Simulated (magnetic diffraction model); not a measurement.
# Which magnetic order? Fe3Co2NiPt2

Space group Pmmm (no. 47), a = 3.6070 Å, b = 3.6340 Å, c = 7.2240 Å.

```
site  atom    x    y       z
  2q    Pt    0    0  0.7571
  1e    Ni    0  1/2       0
  1b    Co  1/2    0       0
  1d    Co  1/2    0     1/2
  1g    Fe    0  1/2     1/2
  2t    Fe  1/2  1/2  0.7420
```

This is a made-up structure (elements placed in a structure type, unrelaxed), so the numbers test the method and describe no known phase.

Only Co and Fe are taken to order (form factors of Co2+ and Fe2+); orders and moment sizes are assumed, and not adapted to the symmetry. Radiation: neutrons of λ = 2.567 Å, 2° to 80°; isotropic B of 0.45 Å² (Pt), 0.53 Å² (Ni), 0.61 Å² (Co) and 0.45 Å² (Fe). The intensities are simulated: I ∝ L Σ (|F_N|² + |F_M⊥|²) for unpolarised neutrons, with F_M = 2.695 fm/μB × Σ f(s) S exp(2πi Q·r) exp(−B s²) at Q = H ± k (one set where k and −k are equivalent), only the part normal to Q counting and L = 1/(sin²θ cos θ). For a modulated order the moment at position r is S exp(−2πi k·r) + c.c., with S = m/2 for a sine wave of amplitude m and S = m(u + iv)/2 for moments turning in a plane, u and v being orthogonal unit vectors in it; the phase factor of the sum at Q = H + k is then exp(2πi H·r). Form factors are spin-only for 3d ions and dipole or tabulated for f ions, scattering lengths are Sears's of 1992, and absorption is left out. A label names one of the reflections at its angle. The strongest nuclear line in the range is 100, and lines under 0.2 are left out.

Above the ordering temperature:

```csv
2θ (°),index,I
41.37,(0 1 0),3.5
41.63,(0 0 2),2.9
41.69,(1 0 0),3.8
60.13,(0 1 2),4.1
60.18,(1 1 0),3.2
60.38,(1 0 2),3.7
75.83,(1 1 2),100.0
79.50,(0 1 3),0.5
79.72,(1 0 3),0.2
```

Below it (cell unchanged):

```csv
2θ (°),I
18.84,1.9
22.11,1.3
41.37,3.5
41.40,0.9
41.63,2.9
41.69,3.8
41.72,1.2
45.82,0.3
47.39,0.3
58.83,0.7
59.08,0.5
60.13,4.1
60.18,3.2
60.38,3.7
61.47,0.6
61.71,0.5
74.67,2.4
75.83,100.0
77.03,2.2
79.50,0.5
79.72,0.2
```

**Question.** Find the propagation vector, then choose among these models:
A. moments turning in the plane of [001] and [100], 1.4 μB on Co and 2.48 μB on Fe; signs + at (1/2, 0, 0), + at (1/2, 0, 1/2), + at (0, 1/2, 1/2), + at (1/2, 1/2, 0.7420), + at (1/2, 1/2, 0.2580)
B. a sine wave with moments along [001] (amplitudes given), 1.4 μB on Co and 2.48 μB on Fe; signs + at (1/2, 0, 0), + at (1/2, 0, 1/2), + at (0, 1/2, 1/2), + at (1/2, 1/2, 0.7420), + at (1/2, 1/2, 0.2580)
C. moments turning in the plane of [100] and [010], 1.4 μB on Co and 2.48 μB on Fe; signs + at (1/2, 0, 0), + at (1/2, 0, 1/2), + at (0, 1/2, 1/2), + at (1/2, 1/2, 0.7420), + at (1/2, 1/2, 0.2580)
D. a sine wave with moments along [100] (amplitudes given), 1.4 μB on Co and 2.48 μB on Fe; signs + at (1/2, 0, 0), + at (1/2, 0, 1/2), + at (0, 1/2, 1/2), + at (1/2, 1/2, 0.7420), + at (1/2, 1/2, 0.2580)

The new lines index as (0 0 0.921) at 18.84°, (0 0 1.079) at 22.11°, (0 1 0.079) at 41.40° and (1 0 0.079) at 41.72°, that is as H ± k with k = (0 0 0.079). Satellites come in pairs about each point of the reciprocal lattice. Below the range, at 1.61°, lies the magnetic line (0 0 0.079) with 3867.

Magnetic intensity, observed (below minus above) and for each model:

| 2θ (°) | index | observed | A | B | C | D |
| --- | --- | --- | --- | --- | --- | --- |
| 18.84 | (0 0 0.921) | 1.9 | 0.9 | <0.2 | 1.9 | 0.9 |
| 22.11 | (0 0 1.079) | 1.3 | 0.7 | <0.2 | 1.3 | 0.7 |
| 41.40 | (0 1 0.079) | 0.9 | 1.8 | 0.9 | 0.9 | 0.9 |
| 41.72 | (1 0 0.079) | 1.2 | 1.2 | 1.2 | 1.2 | <0.2 |
| 58.83 | (0 1 1.921) | 0.7 | 0.7 | 0.2 | 0.7 | 0.5 |
| 61.47 | (0 1 2.079) | 0.6 | 0.6 | 0.2 | 0.6 | 0.4 |
| 74.67 | (1 1 1.921) | 2.4 | 2.4 | 1.2 | 2.4 | 1.2 |
| 77.03 | (1 1 2.079) | 2.2 | 2.2 | 1.1 | 2.2 | 1.1 |

Model C matches.

The structure used: k = (0 0 0.079), moments turning in the plane of [100] and [010], 1.4 μB on Co and 2.48 μB on Fe; signs + at (1/2, 0, 0), + at (1/2, 0, 1/2), + at (0, 1/2, 1/2), + at (1/2, 1/2, 0.7420), + at (1/2, 1/2, 0.2580).

[Logs are printed without paths, hosts, clocks, repeated set-up lines and the standing remarks that a program may print on its own settings, such as how far it seeks lower states.]
